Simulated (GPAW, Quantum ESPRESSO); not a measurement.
**Zn (Zinc, P6_3/mmc): the Zn K absorption edge**

Do two independent programs agree on the Zn K edge of Zn (Zinc, P6_3/mmc)? The same cell and functional are run with XSpectra and with GPAW.

Main program and level: Quantum ESPRESSO 7.5; core-hole supercells, plane-wave PAW LDA (first program; GPAW 26.7.0 follows as the second).

An experiment to compare with: “High-accuracy transmission and fluorescence XAFS of zinc at 10 K, 50 K, 100 K and 150 K using the hybrid technique” (2023, pmc:9814049). X-ray absorption fine structure of zinc metal foils was measured at the Zn K-edge between 10 K and 150 K, simultaneously in transmission and fluorescence, with detailed correction of systematic errors. Interatomic distances, axial ratios and Debye-Waller factors were extracted from the spectra and compared with diffraction results. It reports Zn K-edge features by XANES on zinc metal, earlier measurement; the values are set beside the results at the end.

The database entry behind the starting cell differs from later determinations by our own check (about 0.3 % long), so it need not match the best structure at ambient conditions.

### 1. The structure

It takes space group P6_3/mmc (No. 194, hexagonal). Conventional cell: a = 2.670 Å, b = 2.670 Å, c = 4.966 Å, α = 90.00°, β = 90.00°, γ = 120.00°. Zn has 12 Zn at 2.67 to 2.92 Å nearest.

### 2. Ground state of the crystal (Quantum ESPRESSO)

A plain self-consistent run shows whether there is a gap, which decides the set-up of the core-hole run.

The input, scf.in:

```
&control
   calculation='scf', prefix='x', pseudo_dir='../pp', outdir='tmp', tprnfor=.true.
/
&system
   ibrav=0, nat=2, ntyp=2, nbnd=16
   ecutwfc=62, ecutrho=410
   occupations='smearing', smearing='mv', degauss=0.015
/
&electrons
   conv_thr=2.0e-08, electron_maxstep=120
   mixing_beta=0.5
/
ATOMIC_SPECIES
Zn3 1.0 Zn.lda-dn-kjpaw.UPF
Zn 1.0 Zn.lda-dn-kjpaw.UPF
CELL_PARAMETERS angstrom
  2.67000000 0.00000000 0.00000000
  -1.33500000 2.31228783 0.00000000
  0.00000000 0.00000000 4.96600000
ATOMIC_POSITIONS crystal
Zn3  0.66666667 0.33333333 0.75000000
Zn   0.33333333 0.66666667 0.25000000
K_POINTS automatic
11 11 6 0 0 0
```

The input, Zn.lda-dn-kjpaw.ld1.in:

```
&input
   title='Zn', zed=30., rel=1, iswitch=3, dft='PZ',
   config='[Ar] 4s2 4p0.3 3d9.7'
/
&inputp
   file_pseudopw='Zn.lda-dn-kjpaw.UPF', author='',
   lpaw=.true.,
   pseudotype=3,
   lloc=-1,
   rcloc=1.9,
   which_augfun='PSQ',
   rmatch_augfun_nc=.true.,
   nlcc=.true.,
   new_core_ps=.true.,
   rcore=1.0,
   tm=.true.,
   lgipaw_reconstruction=.true., use_paw_as_gipaw=.true.
/
6
4S  1  0  2.00  0.00  1.20  2.20  0.0
4S  1  0  0.00  6.10  1.20  2.20  0.0
4P  2  1  0.30  0.00  1.20  2.20  0.0
4P  2  1  0.00  6.30  1.20  2.20  0.0
3D  3  2  9.70  0.00  1.20  1.70  0.0
3D  3  2  0.00 -0.80  1.20  1.70  0.0
```

Command:

```
> OMP_NUM_THREADS=1 mpirun --oversubscribe --bind-to none -np 4 pw.x -nk 4 -in scf.in > scf.out
```

Log:

```text
     [... banner and references ...]
using ibrav=0 with symmetry is DISCOURAGED, use correct ibrav instead

     G-vector sticks info
     --------------------

     Using Slab Decomposition

     bravais-lattice index     =            0
     lattice parameter (alat)  =       5.0456  a.u.
     unit-cell volume          =     206.8981 (a.u.)^3
     number of atoms/cell      =            2
     number of atomic types    =            2
     number of electrons       =        24.00
     number of Kohn-Sham states=           16
     kinetic-energy cutoff     =      62.0000  Ry
     charge density cutoff     =     410.0000  Ry
     scf convergence threshold =      2.0E-08
     mixing beta               =       0.5000
     number of iterations used =            8  plain     mixing
     Exchange-correlation= SLA  PZ   NOGX NOGC
                           (   1   1   0   0   0   0   0)

     celldm(1)=   5.045569  celldm(2)=   0.000000  celldm(3)=   0.000000
     celldm(4)=   0.000000  celldm(5)=   0.000000  celldm(6)=   0.000000

     crystal axes: (cart. coord. in units of alat)
               a(1) = (   1.000000   0.000000   0.000000 )
               a(2) = (  -0.500000   0.866025   0.000000 )
               a(3) = (   0.000000   0.000000   1.859925 )

     reciprocal axes: (cart. coord. in units 2 pi/alat)
               b(1) = (  1.000000  0.577350 -0.000000 )
               b(2) = (  0.000000  1.154701  0.000000 )
               b(3) = (  0.000000 -0.000000  0.537656 )

     PseudoPot. #1 for Zn:     Pseudo is Projector augmented-wave + core cor, Zval = 12.0

     PseudoPot. #2 for Zn:     Pseudo is Projector augmented-wave + core cor, Zval = 12.0

     atomic species   valence    mass     pseudopotential
     Zn3              12.00     1.00000     Zn( 1.00)
     Zn               12.00     1.00000     Zn( 1.00)

     12 Sym. Ops. (no inversion) found ( 6 have fractional translation)

   Cartesian axes

     site n.     atom                  positions (alat units)
         1        Zn3    tau(   1) = (   0.5000000   0.2886751   1.3949438  )
         2        Zn     tau(   2) = (  -0.0000000   0.5773503   0.4649813  )

     number of k points=    64  Marzari-Vanderbilt smearing, width (Ry)=  0.0150
                       cart. coord. in units 2pi/alat
        k(    1) = (   0.0000000   0.0000000   0.0000000), wk =   0.0027548
        k(    2) = (   0.0000000   0.0000000   0.0896093), wk =   0.0055096
        k(    3) = (   0.0000000   0.0000000   0.1792187), wk =   0.0055096
        k(    4) = (   0.0000000   0.0000000  -0.2688280), wk =   0.0027548
        k(    5) = (   0.0000000   0.1049728   0.0000000), wk =   0.0165289
[...]
k(   62) = (   0.2727273   0.5773503   0.0896093), wk =   0.0330579
        k(   63) = (   0.2727273   0.5773503   0.1792187), wk =   0.0330579
        k(   64) = (   0.2727273   0.5773503  -0.2688280), wk =   0.0165289

     Dense  grid:    29005 G-vectors     FFT dimensions: (  36,  36,  64)

     Smooth grid:    13703 G-vectors     FFT dimensions: (  25,  25,  48)

     Initial potential from superposition of free atoms

     starting charge      23.9947, renormalised to      24.0000
     Starting wfcs are   18 randomized atomic wfcs
     Checking if some PAW data can be deallocated...

     per-process dynamical memory:    47.6 Mb

     Self-consistent Calculation

     iteration #  1     ecut=    62.00 Ry     beta= 0.50
     Davidson diagonalization with overlap
     ethr =  1.00E-02,  avg # of iterations =  3.1

     Threshold (ethr) on eigenvalues was too large:
     Diagonalizing with lowered threshold

     Davidson diagonalization with overlap
     ethr =  2.06E-05,  avg # of iterations =  6.4

     total energy              =    -476.75921201 Ry
     estimated scf accuracy    <       0.00464191 Ry

     iteration #  2     ecut=    62.00 Ry     beta= 0.50
     Davidson diagonalization with overlap
     ethr =  1.93E-05,  avg # of iterations =  2.0

     total energy              =    -476.75961651 Ry
     estimated scf accuracy    <       0.00127798 Ry

     iteration #  3     ecut=    62.00 Ry     beta= 0.50
     Davidson diagonalization with overlap
     ethr =  5.32E-06,  avg # of iterations =  1.8

     total energy              =    -476.75973001 Ry
     estimated scf accuracy    <       0.00023601 Ry

     iteration #  4     ecut=    62.00 Ry     beta= 0.50
     Davidson diagonalization with overlap
     ethr =  9.83E-07,  avg # of iterations =  2.0

     total energy              =    -476.75975172 Ry
     estimated scf accuracy    <       0.00000327 Ry

     iteration #  5     ecut=    62.00 Ry     beta= 0.50
     Davidson diagonalization with overlap
     ethr =  1.36E-08,  avg # of iterations =  4.0

     total energy              =    -476.75975334 Ry
     estimated scf accuracy    <       0.00000079 Ry

     iteration #  6     ecut=    62.00 Ry     beta= 0.50
     Davidson diagonalization with overlap
     ethr =  3.31E-09,  avg # of iterations =  1.9

     total energy              =    -476.75975340 Ry
     estimated scf accuracy    <       0.00000017 Ry

     iteration #  7     ecut=    62.00 Ry     beta= 0.50
     Davidson diagonalization with overlap
     ethr =  7.07E-10,  avg # of iterations =  2.0

     End of self-consistent calculation

          k = 0.0000 0.0000 0.0000 (  1727 PWs)   bands (ev):

     0.2093   1.9907   2.6891   2.9229   2.9229   2.9720   2.9720   3.3007
     3.3007   3.5072   3.5072   6.9965   7.4534  23.9163  27.7050  27.7051

          k = 0.0000 0.0000 0.0896 (  1709 PWs)   bands (ev):

     0.3747   1.9719   2.6939   2.9211   2.9211   2.9649   2.9649   3.3197
     3.3197   3.4975   3.4975   5.2835   9.5318  21.5753  27.8669  27.8670

          k = 0.0000 0.0000 0.1792 (  1710 PWs)   bands (ev):

     0.8432   1.8609   2.7391   2.9209   2.9209   2.9474   2.9474   3.3667
[...]
k = 0.0000 0.0000-0.2688 (  1704 PWs)   bands (ev):

[...]
k = 0.0000 0.1050 0.0000 (  1713 PWs)   bands (ev):

[...]
k = 0.0000 0.1050 0.0896 (  1712 PWs)   bands (ev):

[...]
k = 0.0000 0.1050-0.2688 (  1710 PWs)   bands (ev):

[...]
k = 0.0000 0.2099-0.2688 (  1722 PWs)   bands (ev):

[...]
k = 0.0000 0.3149-0.2688 (  1698 PWs)   bands (ev):

[...]
k = 0.0000 0.4199-0.2688 (  1712 PWs)   bands (ev):

[...]
k = 0.1818 0.5249-0.2688 (  1706 PWs)   bands (ev):

[...]
k = 0.2727 0.4724-0.2688 (  1712 PWs)   bands (ev):

[...]
k = 0.2727 0.5774 0.0000 (  1680 PWs)   bands (ev):

[...]
k = 0.2727 0.5774 0.0896 (  1691 PWs)   bands (ev):

[...]
k = 0.2727 0.5774 0.1792 (  1701 PWs)   bands (ev):

[...]
3.4589   3.5072  10.3884  10.4531  12.4644  12.6846  13.2424  15.1598

          k = 0.2727 0.5774-0.2688 (  1698 PWs)   bands (ev):

     2.6200   2.6200   2.7571   2.7571   2.9670   2.9670   3.1861   3.1862
     3.5027   3.5027  10.8789  10.8789  11.8196  11.8196  14.0294  14.0294

     the Fermi energy is    10.4446 ev

!    total energy              =    -476.75975343 Ry
     total all-electron energy =     -7173.530344 Ry
     estimated scf accuracy    <          2.9E-09 Ry
     smearing contrib. (-TS)   =       0.00003044 Ry
     internal energy E=F+TS    =    -476.75978388 Ry

     The total energy is F=E-TS. E is the sum of the following terms:
     one-electron contribution =    -117.48093272 Ry
     hartree contribution      =      91.64290170 Ry
     xc contribution           =     -92.69558034 Ry
     ewald contribution        =    -176.71261577 Ry
     one-center paw contrib.   =    -181.51355675 Ry

     convergence has been achieved in   7 iterations

     Forces acting on atoms (cartesian axes, Ry/au):

     atom    1 type  1   force =     0.00000000    0.00000000    0.00000000
     atom    2 type  2   force =     0.00000000    0.00000000    0.00000000

     Total force =     0.000000     Total SCF correction =     0.000000

     XML data file, charge density, pseudopotentials, collected wavefunctions

=------------------------------------------------------------------------------=
   JOB DONE.
=------------------------------------------------------------------------------=
```

Wall time 3.5 s (4 MPI ranks of AMD EPYC 9R45, shared host); peak memory 0.09 GiB; 13 s of CPU time.

Absorbing atoms carry a label of their own (element plus a letter or digit), as the spectrum program needs them as separate species.

The mesh shows no gap, so the system is treated as a metal and the core electron is put at the Fermi level (neutral cell).

### 3. Spectrum without a core hole, Zn atom 1 (Quantum ESPRESSO)

This cheap baseline ignores the attraction of the hole: it shows the absorber's empty states as they are in the ground state.

The absorber has 6 Zn at 2.67 Å and 6 Zn at 2.92 Å (anticuboctahedral, as in hcp, site symmetry -6m2).

The input, xspectra.in:

```
&input_xspectra
   calculation='xanes_dipole', edge='K'
   prefix='x', outdir='tmp', xiabs=1, xe0=10.4446
   xonly_plot=.false., x_save_file='xanes.sav'
   xniter=3000, xcheck_conv=20, xerror=0.005
   xcoordcrys=.false., xepsilon(1)=1, xepsilon(2)=0, xepsilon(3)=0
/
&plot
   xnepoint=413, xemin=-10, xemax=45, terminator=.true., cut_occ_states=.true.
   xgamma=0.4
/
&pseudos
   filecore='../Zn.wfc'
/
&cut_occ
   cut_desmooth=0.1, cut_stepl=0.05, cut_stepu=0.05, cut_ierror=1e-5
/
10 10 5 0 0 0
```

Command:

```
> OMP_NUM_THREADS=1 mpirun --oversubscribe --bind-to none -np 4 xspectra.x -nk 4 -in xspectra.in > xspectra.out
```

Log:

```text
     [... banner and references ...]
Reading input_file

     calculation: xanes_dipole

     xepsilon  [cartesian coordinates]:   1.000000   0.000000   0.000000

     xonly_plot: FALSE
        => complete calculation: Lanczos + spectrum plot

     filecore (core-wavefunction file): ../Zn.wfc

     main plot parameters:
        cut_occ_states: TRUE
        gamma_mode:  constant
        -> using xgamma [eV]:  0.40
        xemin [eV]: -10.00
        xemax [eV]:  45.00
        xnepoint:  413
        xe0 [eV]:  10.444600 (energy zero read in input file)

[...]
Results of STEP 1 successfully written in x_save_file
     x_save_file name:
     ->  xanes.sav
     x_save_file version:  2

     ... End STEP 1 ...

     ... Begin STEP 2 ...

     The spectrum is calculated using the following parameters:
        xe0 [eV]:   10.4446
        the occupied states are elimintate from the spectrum
        xemin [eV]: -10.00
        xemax [eV]:  45.00
        xnepoint:  413
        constant broadening parameter [eV]:    0.400
        Core level energy [eV]:  -9659.
         (from electron binding energy of neutral atoms in X-ray data booklet)

     Cross-section successfully written in xanes.dat

     ... End STEP 2 ...

                                END JOB XSpectra
```

Run time: 20 s. Hardware: 4 MPI ranks; peak memory 0.09 GiB.

The core hole lives too briefly for so narrow a line (tabulated full width 1.7 eV). The run keeps xgamma small, and the tables are broadened afterwards: Lorentzian half width 0.83 eV up to 4 eV, rising linearly to 1.75 eV at 25 eV (not a setting of the program: the run's 0.4 eV curve was folded afterwards with a further Lorentzian).

The Zn K spectrum, Zn atom 1, no core hole (energy from the energy zero of the input (xe0, at the border of filled and empty states); intensity scaled to a mean of 1 over the first 20 eV; folded afterwards to Lorentzian half width 0.83 eV up to 4 eV, rising linearly to 1.75 eV at 25 eV; the points at xe0, where the cut of filled states can leave a spike, are interpolated; polarised curves are means over the symmetry-equivalent atoms):

| E (eV) | isotropic | ε ⊥ c | ε ∥ c |
| --- | --- | --- | --- |
| -2.0 | 0.09 | 0.09 | 0.10 |
| -1.0 | 0.14 | 0.13 | 0.15 |
| 0.0 | 0.24 | 0.23 | 0.28 |
| 1.0 | 0.42 | 0.39 | 0.47 |
| 2.0 | 0.54 | 0.52 | 0.59 |
| 3.0 | 0.67 | 0.60 | 0.80 |
| 4.0 | 0.73 | 0.68 | 0.84 |
| 5.0 | 0.83 | 0.80 | 0.88 |
| 6.0 | 0.86 | 0.82 | 0.92 |
| 7.0 | 0.99 | 0.93 | 1.12 |
| 8.0 | 1.11 | 1.04 | 1.23 |
| 9.0 | 1.23 | 1.19 | 1.33 |
| 10.0 | 1.35 | 1.28 | 1.48 |
| 11.0 | 1.39 | 1.34 | 1.50 |
| 12.0 | 1.30 | 1.31 | 1.30 |
| 13.0 | 1.19 | 1.26 | 1.06 |
| 14.0 | 1.14 | 1.21 | 0.99 |
| 15.0 | 1.10 | 1.17 | 0.97 |
| 16.0 | 1.10 | 1.17 | 0.98 |
| 17.0 | 1.13 | 1.20 | 0.99 |
| 18.0 | 1.16 | 1.24 | 1.00 |
| 19.0 | 1.13 | 1.20 | 0.97 |
| 20.0 | 1.06 | 1.10 | 0.97 |
| 21.0 | 1.00 | 1.01 | 0.97 |
| 22.0 | 0.98 | 0.99 | 0.97 |
| 23.0 | 0.97 | 0.97 | 0.97 |
| 24.0 | 0.94 | 0.93 | 0.97 |
| 25.0 | 0.94 | 0.92 | 0.98 |
| 26.0 | 0.97 | 0.96 | 1.00 |
| 27.0 | 1.00 | 0.99 | 1.02 |
| 28.0 | 1.02 | 1.00 | 1.06 |
| 29.0 | 1.04 | 1.01 | 1.10 |
| 30.0 | 1.06 | 1.02 | 1.12 |
| 31.0 | 1.09 | 1.05 | 1.17 |
| 32.0 | 1.15 | 1.09 | 1.26 |

Main maxima below 30 eV (height): 10.8 eV (1.40) and 17.9 eV (1.16). A K edge sees empty p states on the absorber.

### 4. Supercell without a hole, the energy reference (Quantum ESPRESSO)

The photon energy needs a difference of total energies, so the cell and mesh of the coming hole run are first run without a hole.

The input, scf.in:

```
&control
   calculation='scf', prefix='x', pseudo_dir='../pp', outdir='tmp', tprnfor=.true.
/
&system
   ibrav=0, nat=14, ntyp=1, nbnd=104
   ecutwfc=62, ecutrho=410
   occupations='smearing', smearing='mv', degauss=0.015
/
&electrons
   conv_thr=1.4e-07, electron_maxstep=120
   mixing_beta=0.5
/
ATOMIC_SPECIES
Zn 1.0 Zn.lda-dn-kjpaw.UPF
CELL_PARAMETERS angstrom
  2.67000000 0.00000000 -4.96600000
  -4.00500000 -2.31228783 -4.96600000
  1.33500000 6.93686348 0.00000000
ATOMIC_POSITIONS crystal
Zn   0.76190476 0.48809524 0.94047619
Zn   0.33333333 0.91666667 0.08333333
Zn   0.90476190 0.34523810 0.22619048
Zn   0.04761905 0.20238095 0.51190476
Zn   0.47619048 0.77380952 0.36904762
Zn   0.19047619 0.05952381 0.79761905
Zn   0.61904762 0.63095238 0.65476190
Zn   0.80952381 0.94047619 0.20238095
Zn   0.38095238 0.36904762 0.34523810
Zn   0.95238095 0.79761905 0.48809524
Zn   0.09523810 0.65476190 0.77380952
Zn   0.52380952 0.22619048 0.63095238
Zn   0.23809524 0.51190476 0.05952381
Zn   0.66666667 0.08333333 0.91666667
K_POINTS automatic
5 5 4 0 0 0
```

Command:

```
> OMP_NUM_THREADS=1 mpirun --oversubscribe --bind-to none -np 4 pw.x -nk 4 -in scf.in > scf.out
```

Log:

```text
     [... banner and references ...]
[banner, memory and clock lines left out]
Found identity + ( -0.4286  0.4286  0.1429) symmetry
     This is a supercell, fractional translations are disabled
     using ibrav=0 with symmetry is DISCOURAGED, use correct ibrav instead

     G-vector sticks info

     bravais-lattice index     =            0
     lattice parameter (alat)  =      10.6548  a.u.
     unit-cell volume          =    1448.2866 (a.u.)^3
[...]
atom    3 type  1   force =     0.00017100   -0.00016406    0.00005236
[...]
atom   13 type  1   force =     0.00001216    0.00014242    0.00008014
     atom   14 type  1   force =     0.00018878    0.00020963    0.00012354

     Total force =     0.000818     Total SCF correction =     0.001154
     SCF correction compared to forces is large: reduce conv_thr to get better values

     XML data file, charge density, pseudopotentials, collected wavefunctions
[key lines of the parts left out:]
!    total energy              =   -3337.32362071 Ry
the Fermi energy is    10.5848 ev
convergence has been achieved in   7 iterations
```

Run time: 2.4 min. Hardware: 4 MPI ranks; peak memory 0.61 GiB.

Reference energy: -683206.040 eV with the cores included.

(Continued in part 2 of 5.)

[Banner, clock and machine lines of the logs are left out without a mark of their own.]

[Logs are printed without paths, hosts, clocks, repeated set-up lines and the standing remarks that a program may print on its own settings, such as how far it seeks lower states.]

[Hosts, paths, dates, database ids (printed as entryN), source tags and the programs' standing remarks are cut or masked in the printed files.]

[Lists of maxima count a maximum above −3 eV only where it reaches 4 % of the highest in the window and stands out from its surroundings by 2 % of it (1.5 % where it reaches 55 %); shoulders and weaker maxima are passed over, and of the rest the first, up to two pre-edge ones and the few strongest are named.]
